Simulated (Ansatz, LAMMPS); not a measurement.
# Compressing and expanding a frame of amorphous polyfuran with H2O (capped chains of 6 units) from 500 K (168 atoms), part 2 of 3

Aim: relax a frame of amorphous polyfuran with H2O (capped chains of 6 units) from 500 K (168 atoms), then change its volume to read the bulk modulus from the stress.

Ansatz 0.2.0; Kohn-Sham DFT, RPBE+D4, PAW (set soft_2), plane waves.

The cell: 78 C, 24 O and 66 H. The network of contacts between molecules at the start is that of the classical potential that made the cell. Sampling is at Γ alone.

So far. Step 2 (Single point at the start): The r.m.s. force at the start is 1.2 eV/Å. Step 3 (Cell and atoms relaxed): The relaxation was stopped at its limit after 42 steps, with a largest force component of 0.068 eV/Å.

### Step 4. Single point at the relaxed geometry

One more single point at the end of the walk gives the fuller output and checks the residual forces.

The input, input.yaml:

```yaml
crystal:
  lattice:
    - [12.20509, 0.14912, -0.04819]
    - [0.14912, 12.4678, 0.10768]
    - [-0.04819, 0.10768, 12.68814]
  atoms:
    - { symbol: C, position: [0.6552, 0.71698, 0.2463] }
    - { symbol: C, position: [0.6652, 0.79981, 0.32818] }
    - { symbol: C, position: [0.69845, 0.90415, 0.32484] }
    - { symbol: C, position: [0.6878, 0.94467, 0.42888] }
    - { symbol: C, position: [0.64762, 0.86225, 0.49014] }
    - { symbol: O, position: [0.634, 0.77269, 0.42942] }
    [... 156 atom lines left out ...]
    - { symbol: O, position: [0.9646, 0.8952, 0.36322] }
    - { symbol: H, position: [0.00523, 0.96033, 0.37414] }
    - { symbol: H, position: [0.88947, 0.9149, 0.38124] }
    - { symbol: O, position: [0.70453, 0.38492, 0.19167] }
    - { symbol: H, position: [0.77958, 0.38468, 0.21814] }
    - { symbol: H, position: [0.68961, 0.3104, 0.17621] }
kpoints:
  mp_grid: { grid: [1, 1, 1] }
hamiltonian:
  xc: rpbe
  dispersion: d4
scf:
  occupations: { method: gaussian, width: 0.05 }
output:
  forces: true
  stress: true
  populations: true
  dos:
    method: { smearing: { sigma: 0.15 } }
    de: 0.1
    projected: { site_lists: { C: [C], H: [H], O: [O] } }
  eigenvalues: true
  write_density: true
  write_potential: true
  volumetric_format: npy
```

Started as:

```
> ansatz run input.yaml --threads 4 --pin off --max-ram 8192MiB --backend cpu --events-out ev --progress --plain --runs-dir out
```

Numbers of over 12 decimals in the logs are rounded to 6 here.

The log of the run:

```text
[...]
Crystal: 168 atoms, lattice volume = 1930.308 Å³
Basis set: ecut = 420 eV, 37753 PW (Γ), exchange–correlation on 180×180×180 points (8 copies of the dense FFT grid, shifted against one another)
Bands: 429, of which v1, the nominal top of the filled ones, is band 261 counted from 1 (260 counted from 0)
Symmetry: 1 space group operations
[...]
k-points: 1
[...]
SCF iter   1: F=—  HF=-34400.325457 eV  |F-HF|=—  |Δ(HF+E_count)|=         —  Δρ=1.00e-2  dr2=1.94e0  ethr=1.77e-3  ⟨swp⟩=6.0  Hψ=1946  notcnv=0  defer=47
[...]
SCF iter  11: F=-34399.924792 eV  HF=-34399.924792 eV  |F-HF|=1.46e-8  |Δ(HF+E_count)|=   5.46e-8  Δρ=6.96e-7  dr2=1.09e-8  ethr=1.92e-11  ⟨swp⟩=9.0  Hψ=2530  notcnv=0
SCF 1 converged in 11 iterations: F = -34399.924792 eV  dr2 = 1.09e-8
[...]
WARN: The input density's exchange-correlation potential varies sharply where the density is thin. Do not read a vacuum level from v_tot or v_xc, or from such a field of the output density. On a cell that repeats whose density bears no net charge and no dipole along the vacuum's axis use v_es (v_loc + v_h of the components); [...]
SCF converged after 11 iterations
Free energy (F): -34399.924792 eV
[...]
Internal energy: -34399.924792 eV  (E = F + TS)
E sigma→0 (E₀):  -34399.924792 eV
Fermi energy:    2.299588 eV
[...]
--- Forces (eV/Å), atoms counted from 1 ---
  atom   1  C      0.00217334     0.00455600     0.00291338
  atom   2  C     -0.00608825    -0.00345215    -0.00891054
  atom   3  C      0.00869565    -0.00097855    -0.00212469
  atom   4  C     -0.00715541    -0.00451665     0.00343208
  atom   5  C     -0.00068194     0.00737166     0.00158765
  atom   6  O      0.00647118    -0.00200509    -0.00157516
  atom   7  C      0.00705742     0.00301477     0.00096500
  atom   8  C     -0.00801746    -0.00492235     0.00086480
  atom   9  C      0.00733053    -0.00155398    -0.00151456
  atom  10  C     -0.00479592    -0.00206702    -0.00226175
  atom  11  O     -0.00047335     0.00132803    -0.00312922
  atom  12  C     -0.00193142    -0.00202111     0.00172034
  atom  13  C      0.00122640     0.00635641    -0.00110333
  atom  14  C      0.00120947    -0.00080008    -0.00024741
[...]
atom 167  H      0.00712382    -0.00029578     0.00395603
  atom 168  H      0.00003695    -0.00772747    -0.00012810
  max |Σ_I F_I| component: 3.68e-5 eV/Å
--- Stress (GPa, compression-positive) ---
       -0.138231       0.027865       0.008161
        0.027864      -0.113597       0.024114
        0.008160       0.024113      -0.037232
  P = ⅓ Tr σ = -0.0964 GPa (-0.964 kbar)
--- Band table (eV) ---
[...]
--- Löwdin populations: 168 sites ---
  site symbol       q [e]
     0      C      4.4453
     1      C      3.7587
     2      C      4.2029
[...]
167      H      0.6014
  spilling = 0.012779 (of n_electrons = 522.000000)
```

The job ended after 57 s (4 threads of Intel Xeon Platinum 8259CL at 2.50GHz (Skylake/Cascade Lake), shared host; peak memory 2.7 GiB).

The program notes that the exchange-correlation potential is rough where the density is thin.

Numbers from this run:

| Property | Result |
| --- | --- |
| free energy | -34399.9248 eV |
| free energy per atom | -204.7615 eV/atom |
| SCF cycles | 11 |
| pressure | -0.09635 GPa |
| r.m.s. force component | 0.00737 eV/Å |
| longest force | 0.1002 eV/Å |
| Fermi energy | 2.3 eV |
| gap (highest filled to lowest empty level) | 1.38 eV |
| spilling of the projection | 0.01278 |

Löwdin charges by element and coordination (they lack the spilled electrons, 0.040 e an atom on average):

```csv
element,coordination,atoms,mean charge (e),spread,least,most
C,all,78,-0.0204,0.223,-0.456,0.241
C,3,72,0.0153,0.194,-0.211,0.241
C,4,6,-0.448,0.0044,-0.456,-0.443
H,all,66,0.245,0.0718,0.193,0.409
O,all,24,-0.329,0.220,-0.752,-0.187
```

Density of states as counts of states in windows of 1 eV (from the Fermi level), total and the larger projections:

```
from (eV)  to (eV)  total   C p   O p   H s  C s
      -14      -13   11.4   3.6   1.2   1.3  5.1
      -13      -12   16.7   8.3   2.4   1.4  4.3
      -12      -11   25.3  11.5   4.8   2.5  5.9
      -11      -10   41.0  18.3   7.9   5.9  6.2
      -10       -9   21.8   7.3   8.6   4.0  1.3
       -9       -8   29.7  15.5  10.6   2.1  1.0
       -8       -7   44.3  25.3  10.3   6.1  1.9
       -7       -6   86.5  50.6  16.8  15.2  1.4
       -6       -5   38.9  16.0  17.5   2.7  0.3
       -5       -4   17.0   9.6   6.9   0.1  0.0
       -4       -3   44.0  27.3  16.1   0.2  0.0
       -3       -2   12.2   9.7   2.2   0.2  0.0
       -2       -1    8.1   7.7   0.2   0.2  0.0
       -1        0    4.6   4.4   0.1   0.1  0.0
        0        1    5.2   4.1   0.9   0.1  0.0
        1        2   10.7   8.6   1.4   0.2  0.0
        2        3   16.6  11.0   1.0   1.8  0.4
        3        4   29.9  13.8   1.0   5.8  1.5
        4        5   43.8  17.2   2.0   7.8  2.9
```

Between -26 and -14 eV lie 120 more states.

The levels nearest the highest filled one (over half full), pooled over k-points and spins:

```csv
level less the highest filled one (eV),occupation
-0.858,2
-0.724,2
-0.610,2
-0.350,2
-0.0952,2
0,2
1.38,0
1.57,0
1.64,0
2.03,0
2.15,0
2.19,0
```

Electrostatic potential energy in the ac plane at fractional y = 0.110, with atoms of O and C and H within 0.2 Å of it. With pseudopotentials it is smooth inside the atoms' cores, unlike the true potential.

Ten even steps from '0' (-49 eV) to '9' (6 eV), each cell a mean:
```
1006999999999999999999877789999997
5235689999999999999999987546999998
9720069999999999999999997101799999
9852379999999999999999999534679999
9998899999998899999999999987677899
9999999999952269999999999998721389
9999999999840169999999999999600179
9999999999633689999999999999875688
5899999998502799999999999999999864
0599999999854799999999999999999720
3689999999864689999999999999999852
7678999999987899999999999999999998
8644799999978999999999999999999999
9500389999999999999999999999999999
9843589999999999999999999999999999
9998778999999997899999999999999999
9999852589999984578999999999999999
9999710179999998657899999999999999
9999864589999999864479999999999999
9999998778999999830038999999999999
9999999732589999963368999999999999
9999999721489999999887678999999999
9999999987579999999973006999999999
6468999998689999999984016899999998
```
Columns run along a (12.2 Å; values clipped at the 3rd and 97th percentile), rows up along c (12.7 Å). Atoms in or near the plane, at fractional coordinates: O at (0.37, 0.74), C at (0.18, 0.27), O at (0.09, 0.43), C at (0.99, 0.59), C at (0.89, 0.73), O at (0.77, 0.89), C at (0.66, 0.04), C at (0.55, 0.18), H at (0.46, 0.31), C at (0.04, 0.97), C at (0.10, 0.88).

Valence density in the ac plane at fractional y = 0.110, with atoms of O and C and H within 0.2 Å of it. It is the smooth field of the valence electrons, not physical close to the nuclei.

Ten steps, logarithmic in the rise over the least value, from '0' (0.0 e/Å³) to '9' (6.2 e/Å³), each cell a mean:
```
6775421001110000000124555553200124
6777542100000000000011235787421124
4577653100000000000000136999632112
2467753100011110000000024787643211
1235542000245532000000002345565421
1112210001479973100000000124677642
1000000012479973100000000013577653
3210000013567642000000000012355554
5421000024677531000000000000123466
7642000013577642100000000000012467
7643100012466542100000011111002456
5554310002355421000000011111001234
4678631001344310000000000000000012
4799852100111100000000000000000001
2578753210000011110000000000000001
1234554321000134532110000000000000
0123566542100246754310000000000000
0013567653100135665421000000000000
0002356653210013466653100000000000
0001235565421012467764210000000000
0000124677642101356665431000000000
1110013567642101233445553210000001
3332112346652100011356765321000012
5654211124431000001246776532000123
```
Columns run along a (12.2 Å), rows up along c (12.7 Å). Atoms in or near the plane, at fractional coordinates: O at (0.37, 0.74), C at (0.18, 0.27), O at (0.09, 0.43), C at (0.99, 0.59), C at (0.89, 0.73), O at (0.77, 0.89), C at (0.66, 0.04), C at (0.55, 0.18), H at (0.46, 0.31), C at (0.04, 0.97), C at (0.10, 0.88).

Filled and empty levels are parted by 1.38 eV (at Γ alone); a semilocal functional tends to put such gaps too low. It is the spacing of short capped chains, not of the long polymer. In a disordered cell it changes from sample to sample, and tail or defect levels can set it. Mean Löwdin charges: C -0.02, H +0.24, O -0.33 e (they miss 1.3 % of the electrons, so they add up to more than the cell's charge). The largest share in the top eV of filled states is C p (96 % of the projected weight), and in the lowest eV of empty states C p (82 % of the projected weight).

### Step 5. Volume -3 %

The relaxed cell is scaled evenly and the atoms are relaxed again; the stress at the end gives one point of P(V).

input.yaml, the sections that differ from step 4:

```yaml
crystal:
  lattice:
    - [12.0818, 0.14761, -0.0477]
    - [0.14761, 12.34185, 0.10659]
    - [-0.0477, 0.10659, 12.55997]
  atoms:
    [... the 168 atom lines of step 4 ...]
output:
  forces: true
  eigenvalues: true
  stress: true
relax:
  f_tol: 0.05
  max_steps: 70
# kpoints, hamiltonian, scf: as in step 4
```

The log of the run:

```text
Warning: output.stress: scf.convergence.dr2_threshold = 1e-7 eV (the SCF's general default) is looser than the 1.08e-8 eV advised for a printed stress (1e-10 eV for each atom of the cell: 168, of which 108 are counted). What an SCF threshold leaves in a stress goes as its square root, and in the free energy as the threshold itself, and one threshold admits the most on a small cell: [...]
[...]
Crystal: 168 atoms, lattice volume = 1872.399 Å³
Basis set: ecut = 420 eV, 36583 PW (Γ), exchange–correlation on 162×180×180 points (8 copies of the dense FFT grid, shifted against one another)
Bands: 429, of which v1, the nominal top of the filled ones, is band 261 counted from 1 (260 counted from 0)
Symmetry: 1 space group operations
[...]
k-points: 1
[...]
SCF iter   1: F=—  HF=-34399.712744 eV  |F-HF|=—  |Δ(HF+E_count)|=         —  Δρ=1.04e-2  dr2=2.06e0  ethr=1.77e-3  ⟨swp⟩=6.0  Hψ=1969  notcnv=0  defer=49
[...]
SCF iter   7: F=—  HF=-34399.280369 eV  |F-HF|=—  |Δ(HF+E_count)|=   1.52e-4  Δρ=3.82e-5  dr2=2.83e-5  ethr=2.63e-8  ⟨swp⟩=2.0  Hψ=524  notcnv=0  defer=162
SCF iter   8: F=-34399.280345 eV  HF=-34399.280348 eV  |F-HF|=2.99e-6  |Δ(HF+E_count)|=   2.09e-5  Δρ=1.13e-5  dr2=2.54e-6  ethr=5.41e-9  ⟨swp⟩=16.0  Hψ=2509  notcnv=0
SCF 1 converged in 8 iterations: F = -34399.280345 eV  dr2 = 2.54e-6
[...]
relax step   1: F+E_penalty+E_count = -34399.28034550 eV  Δ(F+E_penalty+E_count) = +0.000e0 eV  max|allowed force component| = 6.026e-1 eV/Å  Δτ_max = 0.0000 Å  (8 SCF iters, dr2 threshold 6.25e-5 eV, accepted)
[...]
relax step   2: F+E_penalty+E_count = -34399.85100878 eV  Δ(F+E_penalty+E_count) = -5.707e-1 eV  max|allowed force component| = 3.018e-1 eV/Å  Δτ_max = 0.0838 Å  (7 SCF iters, dr2 threshold 2.27e-5 eV, accepted)
[...]
relax step   3: F+E_penalty+E_count = -34399.86490801 eV  Δ(F+E_penalty+E_count) = -1.390e-2 eV  max|allowed force component| = 1.671e0 eV/Å  Δτ_max = 0.1931 Å  (7 SCF iters, dr2 threshold 5.69e-6 eV, accepted)
relax step   4: F+E_penalty+E_count = -34399.79167384 eV  Δ(F+E_penalty+E_count) = +7.323e-2 eV  max|allowed force component| = 4.183e-1 eV/Å  Δτ_max = 0.2000 Å  (6 SCF iters, dr2 threshold 1.00e-4 eV, rejected (line search))
relax step   5: F+E_penalty+E_count = -34399.91145406 eV  Δ(F+E_penalty+E_count) = -4.655e-2 eV  max|allowed force component| = 5.177e-1 eV/Å  Δτ_max = 0.1000 Å  (9 SCF iters, accepted)
relax step   6: F+E_penalty+E_count = -34399.91125247 eV  Δ(F+E_penalty+E_count) = +2.016e-4 eV  max|allowed force component| = 1.329e-1 eV/Å  Δτ_max = 0.1000 Å  (6 SCF iters, dr2 threshold 2.57e-5 eV, rejected (line search))
relax step   7: F+E_penalty+E_count = -34399.92633738 eV  Δ(F+E_penalty+E_count) = -1.488e-2 eV  max|allowed force component| = 1.674e-1 eV/Å  Δτ_max = 0.0500 Å  (8 SCF iters, accepted)
relax step   8: F+E_penalty+E_count = -34399.92916236 eV  Δ(F+E_penalty+E_count) = -2.825e-3 eV  max|allowed force component| = 5.281e-2 eV/Å  Δτ_max = 0.0500 Å  (7 SCF iters, dr2 threshold 2.69e-6 eV, accepted)
relax step   9: F+E_penalty+E_count = -34399.92871039 eV  Δ(F+E_penalty+E_count) = +4.520e-4 eV  max|allowed force component| = 5.387e-2 eV/Å  Δτ_max = 0.0750 Å  (9 SCF iters, rejected (line search))
relax step  10: F+E_penalty+E_count = -34399.93169286 eV  Δ(F+E_penalty+E_count) = -2.530e-3 eV  max|allowed force component| = 5.862e-2 eV/Å  Δτ_max = 0.0363 Å  (9 SCF iters, accepted)
[...]
relax step  11: F+E_penalty+E_count = -34399.93265431 eV  Δ(F+E_penalty+E_count) = -9.615e-4 eV  max|allowed force component| = 4.258e-2 eV/Å  Δτ_max = 0.0211 Å  (8 SCF iters, accepted)
SCF converged after 8 iterations
Free energy (F): -34399.932654 eV
[...]
Internal energy: -34399.932654 eV  (E = F + TS)
E sigma→0 (E₀):  -34399.932654 eV
Fermi energy:    2.481691 eV
[...]
Σ components = -34399.932654   (vs F -34399.932654, Δ=0.00e0)
--- Forces (eV/Å), atoms counted from 1 ---
  atom   1  C      0.00070784    -0.00431367    -0.00260791
  atom   2  C     -0.00641315    -0.00511946     0.00037348
  atom   3  C      0.00840925     0.00542945     0.00494145
  atom   4  C      0.00534833     0.00069732    -0.00204182
[...]
atom 168  H     -0.00184156    -0.00274638    -0.00014699
  max |Σ_I F_I| component: 1.02e-4 eV/Å
--- Stress (GPa, compression-positive) ---
        0.011390       0.040480       0.004899
        0.040480       0.033744       0.041445
        0.004899       0.041444       0.128926
  P = ⅓ Tr σ = 0.0580 GPa (0.580 kbar)
--- Band table (eV) ---
[...]
--- Relaxed structure (11 steps of the walk, 8 accepted, 0 SCFs on fresh bases) ---
  F+E_penalty+E_count = -34399.93265431 eV   max|allowed force component| = 4.258e-2 eV/Å
  atoms:
    - { symbol: C, position: [0.658764, 0.717877, 0.242280] }
    - { symbol: C, position: [0.669221, 0.801056, 0.325334] }
    - { symbol: C, position: [0.704022, 0.906026, 0.322450] }
    - { symbol: C, position: [0.691828, 0.947176, 0.427305] }
[...]
- { symbol: H, position: [0.687266, 0.310212, 0.181841] }
```

It took 6.5 min on 4 threads; peak memory 2.6 GiB.

The program notes that the SCF threshold is loose for the stress.

The relaxation converged after 11 steps, 0.652 eV below its start, with a largest force component of 0.043 eV/Å.

Volume -3 %: the energy stands 0.00786 eV below that of the reference, at a pressure of 0.0580 GPa.

### Step 6. Volume +3 %

The relaxed cell is scaled to another volume.

Input and log are left out; they have the form of those shown for this kind of step.

Elapsed: 4.3 min, on 4 threads of Intel Xeon Platinum 8259CL at 2.50GHz (Skylake/Cascade Lake), shared host; peak memory 2.7 GiB.

The relaxation converged after 8 steps, 0.588 eV below its start, with a largest force component of 0.045 eV/Å.

Volume +3 %: the energy stands 0.0609 eV above that of the reference, at a pressure of -0.229 GPa.

### Step 7. Volume -6 %

The relaxed cell is scaled to another volume.

Input and log are left out; they have the form of those shown for this kind of step.

Elapsed: 4.4 min, on 4 threads of Intel Xeon Platinum 8259CL at 2.50GHz (Skylake/Cascade Lake), shared host; peak memory 2.5 GiB.

The relaxation was stopped at its limit after 9 steps, 2.72 eV below its start, with a largest force component of 0.14 eV/Å.

Volume -6 %: the energy stands 0.0444 eV above that of the reference.

(Continued in part 3 of 3.)

[Logs are printed without paths, hosts, clocks, repeated set-up lines and the standing remarks that a program may print on its own settings, such as how far it seeks lower states.]

[Hosts, paths, dates, database ids (printed as entryN), source tags and the programs' standing remarks are cut or masked in the printed files.]
